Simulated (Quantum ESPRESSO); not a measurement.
## Near-edge structure at the N K edge of TiIN (Pmmn)

What does one-electron theory with a core hole give for the N K edge of TiIN (Pmmn)?

Main program and level: Quantum ESPRESSO 7.5; X-ray absorption near-edge structure, plane-wave PAW LDA, one-electron final states by a Lanczos continued fraction.

## (1) Starting point

The structure is orthorhombic, space group Pmmn (No. 59). Conventional cell: a = 3.515 Å, b = 3.941 Å, c = 8.955 Å, α = 90.00°, β = 90.00°, γ = 90.00°. Nearest to I lie 2 Ti at 2.74 Å. Ti has 4 N at 2.01 to 2.02 Å and 2 I at 2.74 Å nearest. Nearest to N lie 4 Ti at 2.01 to 2.02 Å. Farther neighbours and most contacts between anions are not listed.

Structure file:

```cif
data_structure
_symmetry_space_group_name_H-M 'P 1'
_symmetry_Int_Tables_number 1
_cell_length_a 3.5150
_cell_length_b 3.9410
_cell_length_c 8.9550
_cell_angle_alpha 90.000
_cell_angle_beta 90.000
_cell_angle_gamma 90.000
_cell_volume 124.05
loop_
_atom_site_label
_atom_site_type_symbol
_atom_site_fract_x
_atom_site_fract_y
_atom_site_fract_z
_atom_site_occupancy
I1 I 0.00000 0.00000 0.68500 1
I2 I 0.50000 0.50000 0.31500 1
Ti3 Ti 0.50000 0.00000 0.92000 1
Ti4 Ti 0.00000 0.50000 0.08000 1
N5 N 0.00000 0.00000 0.03000 1
N6 N 0.50000 0.50000 0.97000 1
```

## (2) The field without a hole

A plain self-consistent run shows whether there is a gap, which decides the set-up of the core-hole run.

The PAW data sets are made with ld1.x, with reconstruction data.

scf.in

```
&control
   calculation='scf', prefix='x', pseudo_dir='../pp', outdir='tmp', tprnfor=.true.
/
&system
   ibrav=0, nat=6, ntyp=4, nbnd=29
   ecutwfc=52, ecutrho=560
   occupations='smearing', smearing='mv', degauss=0.015
/
&electrons
   conv_thr=6.0e-08, electron_maxstep=120
   mixing_beta=0.5
/
ATOMIC_SPECIES
I 1.0 I.lda-n-kjpaw.UPF
Ti 1.0 Ti.lda-spn-kjpaw.UPF
N3 1.0 N.lda-n-kjpaw.UPF
N 1.0 N.lda-n-kjpaw.UPF
CELL_PARAMETERS angstrom
  3.51500000 0.00000000 0.00000000
  0.00000000 3.94100000 0.00000000
  0.00000000 0.00000000 8.95500000
ATOMIC_POSITIONS crystal
I    0.00000000 0.00000000 0.68500000
I    0.50000000 0.50000000 0.31500000
Ti   0.50000000 0.00000000 0.92000000
Ti   0.00000000 0.50000000 0.08000000
N3   0.00000000 0.00000000 0.03000000
N    0.50000000 0.50000000 0.97000000
K_POINTS automatic
8 7 3 0 0 0
```

The run is started by

```bash
> OMP_NUM_THREADS=1 mpirun --oversubscribe --bind-to none -np 4 pw.x -nk 4 -in scf.in > scf.out
```

Log:

```text
     [... banner and references ...]
using ibrav=0 with symmetry is DISCOURAGED, use correct ibrav instead

     G-vector sticks info
     --------------------

     Using Slab Decomposition

     bravais-lattice index     =            0
     lattice parameter (alat)  =       6.6424  a.u.
     unit-cell volume          =     837.1320 (a.u.)^3
     number of atoms/cell      =            6
     number of atomic types    =            4
     number of electrons       =        48.00
     number of Kohn-Sham states=           29
     kinetic-energy cutoff     =      52.0000  Ry
     charge density cutoff     =     560.0000  Ry
     scf convergence threshold =      6.0E-08
     mixing beta               =       0.5000
     number of iterations used =            8  plain     mixing
     Exchange-correlation= SLA  PZ   NOGX NOGC
                           (   1   1   0   0   0   0   0)

     celldm(1)=   6.642387  celldm(2)=   0.000000  celldm(3)=   0.000000
     celldm(4)=   0.000000  celldm(5)=   0.000000  celldm(6)=   0.000000

     crystal axes: (cart. coord. in units of alat)
               a(1) = (   1.000000   0.000000   0.000000 )
               a(2) = (   0.000000   1.121195   0.000000 )
               a(3) = (   0.000000   0.000000   2.547653 )

     reciprocal axes: (cart. coord. in units 2 pi/alat)
               b(1) = (  1.000000  0.000000  0.000000 )
               b(2) = (  0.000000  0.891906  0.000000 )
               b(3) = (  0.000000  0.000000  0.392518 )

     ../pp/I.lda-n-kjpaw.UPF
     Pseudo is Projector augmented-wave + core cor, Zval =  7.0
     Shape of augmentation charge: PSQ
     Using radial grid of 1247 points,  6 beta functions with:
                l(1) =   0
                l(2) =   0
                l(3) =   1
                l(4) =   1
                l(5) =   2
[...]
Q(r) pseudized with 0 coefficients

     PseudoPot. #2 for Ti:     Pseudo is Projector augmented-wave + core cor, Zval = 12.0

     ../pp/N.lda-n-kjpaw.UPF
     Pseudo is Projector augmented-wave + core cor, Zval =  5.0
     Shape of augmentation charge: PSQ
     Using radial grid of 1085 points,  4 beta functions with:
[...]
Q(r) pseudized with 0 coefficients

     ../pp/N.lda-n-kjpaw.UPF
     Pseudo is Projector augmented-wave + core cor, Zval =  5.0
     Shape of augmentation charge: PSQ
     Using radial grid of 1085 points,  4 beta functions with:
[...]
l(2) =   0
                l(3) =   1
                l(4) =   1
     Q(r) pseudized with 0 coefficients

     atomic species   valence    mass     pseudopotential
     I                 7.00     1.00000     I ( 1.00)
     Ti               12.00     1.00000     Ti( 1.00)
     N3                5.00     1.00000     N ( 1.00)
     N                 5.00     1.00000     N ( 1.00)

      4 Sym. Ops. (no inversion) found

   Cartesian axes

     site n.     atom                  positions (alat units)
         1        I      tau(   1) = (   0.0000000   0.0000000   1.7451422  )
         2        I      tau(   2) = (   0.5000000   0.5605974   0.8025107  )
         3        Ti     tau(   3) = (   0.5000000   0.0000000   2.3438407  )
         4        Ti     tau(   4) = (   0.0000000   0.5605974   0.2038122  )
         5        N3     tau(   5) = (   0.0000000   0.0000000   0.0764296  )
         6        N      tau(   6) = (   0.5000000   0.5605974   2.4712233  )

     number of k points=    40  Marzari-Vanderbilt smearing, width (Ry)=  0.0150
                       cart. coord. in units 2pi/alat
        k(    1) = (   0.0000000   0.0000000   0.0000000), wk =   0.0119048
        k(    2) = (   0.0000000   0.0000000   0.1308394), wk =   0.0238095
        k(    3) = (   0.0000000   0.1274151   0.0000000), wk =   0.0238095
        k(    4) = (   0.0000000   0.1274151   0.1308394), wk =   0.0476190
[...]
total energy              =   -1149.91532421 Ry
[...]
iteration # 15     ecut=    52.00 Ry     beta= 0.50
     Davidson diagonalization with overlap
     ethr =  1.65E-08,  avg # of iterations =  5.1

     total energy              =   -1149.91532762 Ry
     estimated scf accuracy    <       0.00000345 Ry

     iteration # 16     ecut=    52.00 Ry     beta= 0.50
     Davidson diagonalization with overlap
     ethr =  7.18E-09,  avg # of iterations =  1.2

     total energy              =   -1149.91532732 Ry
     estimated scf accuracy    <       0.00000123 Ry

     iteration # 17     ecut=    52.00 Ry     beta= 0.50
     Davidson diagonalization with overlap
     ethr =  2.56E-09,  avg # of iterations =  3.8

     End of self-consistent calculation

          k = 0.0000 0.0000 0.0000 (  5321 PWs)   bands (ev):

   -49.8779 -49.8089 -26.5496 -26.5416 -26.4531 -26.4243 -26.3111 -26.2761
    -7.8304  -6.3605  -5.8914  -5.8325   1.8601   2.4513   2.5866   2.8837
     4.0062   4.2535   5.4996   5.5568   5.6124   6.2259   6.4596   6.9514
     6.9876   8.6657   8.9981   9.0196   9.5668

          k = 0.0000 0.0000 0.1308 (  5351 PWs)   bands (ev):

   -49.8779 -49.8089 -26.5496 -26.5416 -26.4531 -26.4244 -26.3113 -26.2762
    -7.8229  -6.3781  -6.0268  -5.6777   1.6314   2.4513   2.5870   3.2143
[...]
6.9514   8.7121   8.8940   9.0196   9.4488

          k = 0.0000 0.1274 0.0000 (  5329 PWs)   bands (ev):

[...]
7.6025   8.5002   8.7980   9.0267   9.0538

          k = 0.0000 0.1274 0.1308 (  5316 PWs)   bands (ev):

[...]
7.5586   8.3795   8.8386   9.0594   9.1240

          k = 0.0000 0.2548 0.0000 (  5303 PWs)   bands (ev):

[...]
8.3247   8.4366   8.4689   8.8456   9.1097

[...]
k = 0.3750 0.2548 0.1308 (  5295 PWs)   bands (ev):

[...]
k = 0.3750 0.3822 0.0000 (  5297 PWs)   bands (ev):

[...]
k = 0.3750 0.3822 0.1308 (  5285 PWs)   bands (ev):

[...]
k =-0.5000 0.0000 0.0000 (  5292 PWs)   bands (ev):

[...]
k =-0.5000 0.0000 0.1308 (  5296 PWs)   bands (ev):

[...]
k =-0.5000 0.1274 0.0000 (  5282 PWs)   bands (ev):

[...]
k =-0.5000 0.1274 0.1308 (  5298 PWs)   bands (ev):

[...]
k =-0.5000 0.2548 0.0000 (  5314 PWs)   bands (ev):

[...]
k =-0.5000 0.2548 0.1308 (  5302 PWs)   bands (ev):

[...]
8.0804   8.0805   8.5920   8.5921   9.4338

          k =-0.5000 0.3822 0.0000 (  5302 PWs)   bands (ev):

[...]
8.0247   8.0247   8.7966   8.7966   9.7980

          k =-0.5000 0.3822 0.1308 (  5278 PWs)   bands (ev):

   -49.8371 -49.8370 -26.6293 -26.6293 -26.4677 -26.4676 -26.2923 -26.2923
    -6.0849  -6.0849  -4.9556  -4.9555   1.2416   1.2416   2.7830   2.7831
     3.4771   3.4771   3.9612   3.9612   4.8438   4.8438   5.0627   5.0628
     8.0892   8.0893   8.7917   8.7917   9.7141

     the Fermi energy is     6.7889 ev

!    total energy              =   -1149.91532759 Ry
     total all-electron energy =    -32068.829417 Ry
     estimated scf accuracy    <       0.00000002 Ry
     smearing contrib. (-TS)   =       0.00112158 Ry
     internal energy E=F+TS    =   -1149.91644918 Ry

     The total energy is F=E-TS. E is the sum of the following terms:
     one-electron contribution =    -351.70858758 Ry
     hartree contribution      =     194.57027586 Ry
     xc contribution           =     -79.80334700 Ry
     ewald contribution        =    -105.29281744 Ry
     one-center paw contrib.   =    -807.68197301 Ry

     convergence has been achieved in  17 iterations

     Forces acting on atoms (cartesian axes, Ry/au):

     atom    1 type  1   force =     0.00000000    0.00000000   -0.01709301
     atom    2 type  1   force =     0.00000000    0.00000000    0.01709062
     atom    3 type  2   force =     0.00000000    0.00000000    0.03645134
     atom    4 type  2   force =     0.00000000    0.00000000   -0.03644963
     atom    5 type  3   force =     0.00000000    0.00000000    0.00925023
     atom    6 type  4   force =     0.00000000    0.00000000   -0.00924956

     Total force =     0.058418     Total SCF correction =     0.000181

     XML data file, charge density, pseudopotentials, collected wavefunctions

=------------------------------------------------------------------------------=
   JOB DONE.
=------------------------------------------------------------------------------=
```

It took 55 s on 4 MPI ranks of Arm Neoverse V1, shared host; peak memory 0.32 GiB; 3.6 min of CPU time.

Absorbing atoms carry a label of their own (element plus a letter or digit), as the spectrum program needs them as separate species.

The mesh shows no gap, so the system is treated as a metal and the core electron is put at the Fermi level (neutral cell).

## (3) Spectrum without a core hole, N atom 5

Without a hole the spectrum is the empty density of states of the right symmetry on the absorber, weighted by matrix elements. It needs only the small cell and serves as the baseline.

The absorber has 4 Ti at 2.01 Å (4-fold, site symmetry mm2).

xspectra.in

```
&input_xspectra
   calculation='xanes_dipole', edge='K'
   prefix='x', outdir='tmp', xiabs=3, xe0=6.7889
   xonly_plot=.false., x_save_file='xanes.sav'
   xniter=3000, xcheck_conv=20, xerror=0.005
   xcoordcrys=.false., xepsilon(1)=1, xepsilon(2)=0, xepsilon(3)=0
/
&plot
   xnepoint=413, xemin=-10, xemax=45, terminator=.true., cut_occ_states=.true.
   xgamma=0.4
/
&pseudos
   filecore='../N.wfc'
/
&cut_occ
   cut_desmooth=0.1, cut_stepl=0.05, cut_stepu=0.05, cut_ierror=1e-5
/
8 8 4 0 0 0
```

The run is started by

```bash
> OMP_NUM_THREADS=1 mpirun --oversubscribe --bind-to none -np 4 xspectra.x -nk 4 -in xspectra.in > xspectra.out
```

Log:

```text
     [... banner and references ...]
Reading input_file

     calculation: xanes_dipole

     xepsilon  [cartesian coordinates]:   1.000000   0.000000   0.000000

     xonly_plot: FALSE
        => complete calculation: Lanczos + spectrum plot

     filecore (core-wavefunction file): ../N.wfc

     main plot parameters:
        cut_occ_states: TRUE
        gamma_mode:  constant
        -> using xgamma [eV]:  0.40
        xemin [eV]: -10.00
        xemax [eV]:  45.00
        xnepoint:  413
        xe0 [eV]:   6.788900 (energy zero read in input file)

[...]
Results of STEP 1 successfully written in x_save_file
     x_save_file name:
     ->  xanes.sav
     x_save_file version:  2

     ... End STEP 1 ...

     ... Begin STEP 2 ...

     The spectrum is calculated using the following parameters:
        xe0 [eV]:    6.7889
        the occupied states are elimintate from the spectrum
        xemin [eV]: -10.00
        xemax [eV]:  45.00
        xnepoint:  413
        constant broadening parameter [eV]:    0.400
        Core level energy [eV]:  -409.9
         (from electron binding energy of neutral atoms in X-ray data booklet)

     Cross-section successfully written in xanes.dat

     ... End STEP 2 ...

                                END JOB XSpectra
```

Wall time 6.3 min (4 MPI ranks); peak memory 0.26 GiB.

The N K spectrum, N atom 5, no core hole (energy from the energy zero of the input (xe0, at the border of filled and empty states); intensity scaled to a mean of 1 over the first 20 eV; the points at xe0, where the cut of filled states can leave a spike, are interpolated; polarised curves are means over the symmetry-equivalent atoms):

```
E (eV)  isotropic  ε ∥ x  ε ∥ y  ε ∥ z
  -2.0       0.05   0.05   0.05   0.06
  -1.5       0.06   0.06   0.06   0.07
  -1.0       0.08   0.08   0.08   0.09
  -0.5       0.11   0.11   0.11   0.11
   0.0       0.18   0.18   0.20   0.17
   0.5       0.30   0.28   0.35   0.25
   1.0       0.56   0.51   0.71   0.47
   1.5       1.00   0.75   1.16   1.08
   2.0       1.49   0.80   1.66   2.02
   2.5       1.71   0.97   1.93   2.23
   3.0       1.82   1.29   1.22   2.95
   3.5       1.48   1.54   0.65   2.27
   4.0       1.33   2.17   0.54   1.29
   4.5       1.47   2.51   0.82   1.07
   5.0       1.61   2.22   1.36   1.23
   5.5       1.59   1.85   1.63   1.31
   6.0       1.25   1.32   1.34   1.10
   6.5       1.05   0.86   1.19   1.09
   7.0       1.15   0.75   1.57   1.14
   7.5       0.84   0.55   1.03   0.95
   8.0       0.73   0.54   0.76   0.91
   8.5       0.77   0.65   0.77   0.90
   9.0       0.70   0.68   0.69   0.73
   9.5       0.72   0.64   0.75   0.76
  10.0       0.83   0.68   0.87   0.93
  10.5       0.82   0.71   0.76   0.98
  11.0       0.81   0.74   0.77   0.93
  11.5       0.76   0.77   0.76   0.76
  12.0       0.78   0.84   0.81   0.70
  12.5       0.87   0.87   0.99   0.76
  13.0       0.93   0.98   1.03   0.77
  13.5       0.99   1.01   1.02   0.96
  14.0       0.97   0.91   0.93   1.07
  14.5       0.95   0.93   0.96   0.96
  15.0       0.89   0.94   1.00   0.72
  15.5       0.89   1.06   0.98   0.64
  16.0       0.95   1.22   0.99   0.62
  16.5       0.97   1.17   1.19   0.56
  17.0       0.83   0.92   1.04   0.55
  17.5       0.84   0.82   1.08   0.62
  18.0       0.99   0.92   1.26   0.79
  18.5       0.99   0.91   1.15   0.93
  19.0       0.98   0.94   1.01   0.98
  19.5       0.91   0.94   0.89   0.90
  20.0       0.82   0.87   0.85   0.75
  20.5       0.78   0.84   0.82   0.66
  21.0       0.72   0.77   0.76   0.62
  21.5       0.71   0.79   0.69   0.65
  22.0       0.75   0.85   0.69   0.70
  22.5       0.75   0.86   0.69   0.69
  23.0       0.74   0.85   0.68   0.70
  23.5       0.74   0.81   0.67   0.75
  24.0       0.76   0.78   0.70   0.79
  24.5       0.70   0.71   0.62   0.77
  25.0       0.62   0.65   0.54   0.67
  25.5       0.63   0.61   0.59   0.69
  26.0       0.64   0.59   0.58   0.76
  26.5       0.63   0.53   0.53   0.82
  27.0       0.62   0.50   0.52   0.83
  27.5       0.60   0.43   0.52   0.85
  28.0       0.57   0.38   0.48   0.85
  28.5       0.53   0.35   0.45   0.80
  29.0       0.49   0.36   0.42   0.68
  29.5       0.46   0.39   0.40   0.58
  30.0       0.44   0.38   0.39   0.53
  30.5       0.44   0.41   0.39   0.53
  31.0       0.47   0.45   0.41   0.56
  31.5       0.54   0.51   0.46   0.66
  32.0       0.59   0.55   0.52   0.70
```

Main maxima below 24 eV (height): 2.9 eV (1.82), 5.2 eV (1.61), 7.0 eV (1.18), 13.4 eV (1.00), 16.3 eV (0.98) and 18.2 eV (1.01). A K edge sees empty p states; the first features are N p mixed into the empty d states of the Ti neighbours, and the broad ones above probably into the cations' higher empty bands.

## (4) Another broadening

The final state's lifetime shortens with energy, so measured features broaden above the edge; the saved Lanczos coefficients are redrawn with a width that grows.

xspectra_plot.in

```
&input_xspectra
   calculation='xanes_dipole', edge='K'
   prefix='x', outdir='tmp', xiabs=3, xe0=6.7889
   xonly_plot=.true., x_save_file='xanes.sav'
   xniter=3000, xcheck_conv=20, xerror=0.005
   xcoordcrys=.false., xepsilon(1)=1, xepsilon(2)=0, xepsilon(3)=0
/
&plot
   xnepoint=413, xemin=-10, xemax=45, terminator=.true., cut_occ_states=.true.
   gamma_mode='variable', gamma_energy(1)=4, gamma_energy(2)=25, gamma_value(1)=0.3, gamma_value(2)=2.5
/
&pseudos
   filecore='../N.wfc'
/
&cut_occ
   cut_desmooth=0.1, cut_stepl=0.05, cut_stepu=0.05, cut_ierror=1e-5
/
8 8 4 0 0 0
```

The run is started by

```bash
> OMP_NUM_THREADS=1 xspectra.x -in xspectra_plot.in > xspectra_plot.out
```

Log:

```text
     [... banner and references ...]
Reading input_file
     -------------------------------------------------------------------------

     calculation: xanes_dipole

     xonly_plot: TRUE
        => only the spectrum plot

     main plot parameters:
        cut_occ_states: TRUE
        gamma_mode:  variable
        -> first, constant up to point ( 4.00, 0.30) [eV]
        -> then, linear up to point (25.00, 2.50) [eV]
        -> finally, constant up to xemax
        xemin [eV]: -10.00
        xemax [eV]:  45.00
        xnepoint:  413
[...]
xemin [eV]: -10.00
        xemax [eV]:  45.00
        xnepoint:  413
        energy-dependent broadening parameter:
         -> first, constant up to point ( 4.00, 0.30) [eV]
         -> then, linear up to point (25.00, 2.50) [eV]
         -> finally, constant up to xemax
        Core level energy [eV]:  -409.9
         (from electron binding energy of neutral atoms in X-ray data booklet)

     Cross-section successfully written in xanes.dat

     -------------------------------------------------------------------------
                                END JOB XSpectra
     -------------------------------------------------------------------------
[key lines of the parts left out:]
Fermi level [eV]:   6.9876
```

The job ended after 11 s (1 MPI rank; peak memory 0.05 GiB).

With a Lorentzian half width 0.3 eV up to 4 eV, rising linearly to 2.5 eV at 25 eV, the maxima are 3.1 eV (2.00), 5.1 eV (1.63) and 13.8 eV (0.91).

## (5) Reference energy of the supercell

The photon energy needs a difference of total energies, so the cell and mesh of the coming hole run are first run without a hole.

scf.in

```
&control
   calculation='scf', prefix='x', pseudo_dir='../pp', outdir='tmp', tprnfor=.true.
/
&system
   ibrav=0, nat=12, ntyp=3, nbnd=59
   ecutwfc=52, ecutrho=560
   occupations='smearing', smearing='mv', degauss=0.015
/
&electrons
   conv_thr=1.2e-07, electron_maxstep=120
   mixing_beta=0.5
/
ATOMIC_SPECIES
I 1.0 I.lda-n-kjpaw.UPF
Ti 1.0 Ti.lda-spn-kjpaw.UPF
N 1.0 N.lda-n-kjpaw.UPF
CELL_PARAMETERS angstrom
  -3.51500000 3.94100000 0.00000000
  -3.51500000 -3.94100000 0.00000000
  3.51500000 0.00000000 8.95500000
ATOMIC_POSITIONS crystal
I    0.34250000 0.34250000 0.68500000
I    0.84250000 0.84250000 0.68500000
I    0.15750000 0.65750000 0.31500000
I    0.65750000 0.15750000 0.31500000
Ti   0.21000000 0.21000000 0.92000000
Ti   0.71000000 0.71000000 0.92000000
Ti   0.29000000 0.79000000 0.08000000
Ti   0.79000000 0.29000000 0.08000000
N    0.01500000 0.01500000 0.03000000
N    0.51500000 0.51500000 0.03000000
N    0.48500000 0.98500000 0.97000000
N    0.98500000 0.48500000 0.97000000
K_POINTS automatic
5 5 5 0 0 0
```

The run is started by

```bash
> OMP_NUM_THREADS=1 mpirun --oversubscribe --bind-to none -np 4 pw.x -nk 4 -in scf.in > scf.out
```

Log:

```text
     [... banner and references ...]
[banner, memory and clock lines left out]
Found identity + (  0.5000 -0.5000  0.0000) symmetry
     This is a supercell, fractional translations are disabled
     using ibrav=0 with symmetry is DISCOURAGED, use correct ibrav instead

     G-vector sticks info

     bravais-lattice index     =            0
     lattice parameter (alat)  =       9.9792  a.u.
     unit-cell volume          =    1674.2640 (a.u.)^3
[...]
atom    1 type  1   force =    -0.00000000    0.00000000   -0.01716309
     atom    2 type  1   force =    -0.00000000    0.00000000   -0.01715671
     atom    3 type  1   force =     0.00000000    0.00000000    0.01713381
[...]
atom   11 type  3   force =    -0.00000000    0.00000000   -0.00926997
     atom   12 type  3   force =    -0.00000000    0.00000000   -0.00926997

     Total force =     0.081674     Total SCF correction =     0.000422

     XML data file, charge density, pseudopotentials, collected wavefunctions
[key lines of the parts left out:]
!    total energy              =   -2299.83069157 Ry
the Fermi energy is     6.7763 ev
convergence has been achieved in  15 iterations
```

Run time: 3.1 min. Hardware: 4 MPI ranks; peak memory 0.57 GiB; 12 min of CPU time.

Reference energy: -872637.304 eV with the cores included.

(Continued in part 2 of 4.)

[Banner, clock and machine lines of the logs are left out without a mark of their own.]

[Logs are printed without paths, hosts, clocks, repeated set-up lines and the standing remarks that a program may print on its own settings, such as how far it seeks lower states.]

[Hosts, paths, dates, database ids (printed as entryN), source tags and the programs' standing remarks are cut or masked in the printed files.]

[Lists of maxima count a maximum above −3 eV only where it reaches 4 % of the highest in the window and stands out from its surroundings by 2 % of it (1.5 % where it reaches 55 %); shoulders and weaker maxima are passed over, and of the rest the first, up to two pre-edge ones and the few strongest are named.]
